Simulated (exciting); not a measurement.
The Sr L₃ edge of atom 1 in SrCl2, space group Fm-3m, with 8 Cl at 3.02 Å (cubic, site symmetry m-3m), was computed at 2 levels: exchange and screened direct term (singlet BSE) and independent particles. Common settings: exciting, all-electron LAPW+lo, PBE, 3×3×3 shifted k points, 35 conduction bands, |G+q| up to 3 bohr⁻¹ (2 in the exchange term), full RPA screening with nempty = 63, Lorentzian half width 0.69 eV.

Energy from the Kohn–Sham onset, core level to the lowest empty state found on the meshes used; all runs on one relative scale:

| E (eV) | run 1 | run 2 |
| --- | --- | --- |
| -8.5 | 0.01 | 0.06 |
| -8.0 | 0.01 | 0.08 |
| -7.5 | 0.02 | 0.10 |
| -7.0 | 0.02 | 0.12 |
| -6.5 | 0.02 | 0.16 |
| -6.0 | 0.02 | 0.23 |
| -5.5 | 0.02 | 0.34 |
| -5.0 | 0.03 | 0.56 |
| -4.5 | 0.03 | 1.03 |
| -4.0 | 0.03 | 1.88 |
| -3.5 | 0.04 | 2.41 |
| -3.0 | 0.05 | 2.60 |
| -2.5 | 0.06 | 1.66 |
| -2.0 | 0.07 | 0.87 |
| -1.5 | 0.09 | 0.53 |
| -1.0 | 0.12 | 0.37 |
| -0.5 | 0.18 | 0.28 |
| 0.0 | 0.29 | 0.24 |
| 0.5 | 0.49 | 0.21 |
| 1.0 | 0.76 | 0.20 |
| 1.5 | 1.00 | 0.19 |
| 2.0 | 1.16 | 0.18 |
| 2.5 | 1.21 | 0.19 |
| 3.0 | 1.15 | 0.22 |
| 3.5 | 0.91 | 0.23 |
| 4.0 | 0.70 | 0.25 |
| 4.5 | 0.57 | 0.27 |
| 5.0 | 0.46 | 0.26 |
| 5.5 | 0.42 | 0.25 |
| 6.0 | 0.40 | 0.22 |
| 6.5 | 0.39 | 0.20 |
| 7.0 | 0.42 | 0.20 |
| 7.5 | 0.47 | 0.21 |
| 8.0 | 0.51 | 0.24 |
| 8.5 | 0.50 | 0.24 |
| 9.0 | 0.41 | 0.23 |
| 9.5 | 0.35 | 0.19 |
| 10.0 | 0.36 | 0.17 |
| 10.5 | 0.37 | 0.15 |
| 11.0 | 0.36 | 0.15 |
| 11.5 | 0.33 | 0.15 |
| 12.0 | 0.30 | 0.17 |
| 12.5 | 0.27 | 0.19 |
| 13.0 | 0.25 | 0.24 |
| 13.5 | 0.24 | 0.31 |
| 14.0 | 0.25 | 0.30 |
| 14.5 | 0.31 | 0.24 |
| 15.0 | 0.42 | 0.18 |
| 15.5 | 0.49 | 0.15 |
| 16.0 | 0.45 | 0.14 |
| 16.5 | 0.35 | 0.15 |
| 17.0 | 0.30 | 0.15 |
| 17.5 | 0.29 | 0.14 |
| 18.0 | 0.30 | 0.13 |
| 18.5 | 0.29 | 0.13 |
| 19.0 | 0.27 | 0.15 |

**Question.** Which run is which, and why?

Run 1: independent particles; highest local maximum in the window at 2.6 eV. Run 2: exchange and screened direct term (singlet BSE); highest local maximum in the window at -3.1 eV. The attractive direct term pulls weight down: the curves pass 0.40 at 0.3 and -5.3 eV in the order of the runs. Fine structure above the first lines is partly noise of the 27-point mesh.

[Hosts, paths, dates, database ids (printed as entryN), source tags and the programs' standing remarks are cut or masked in the printed files.]
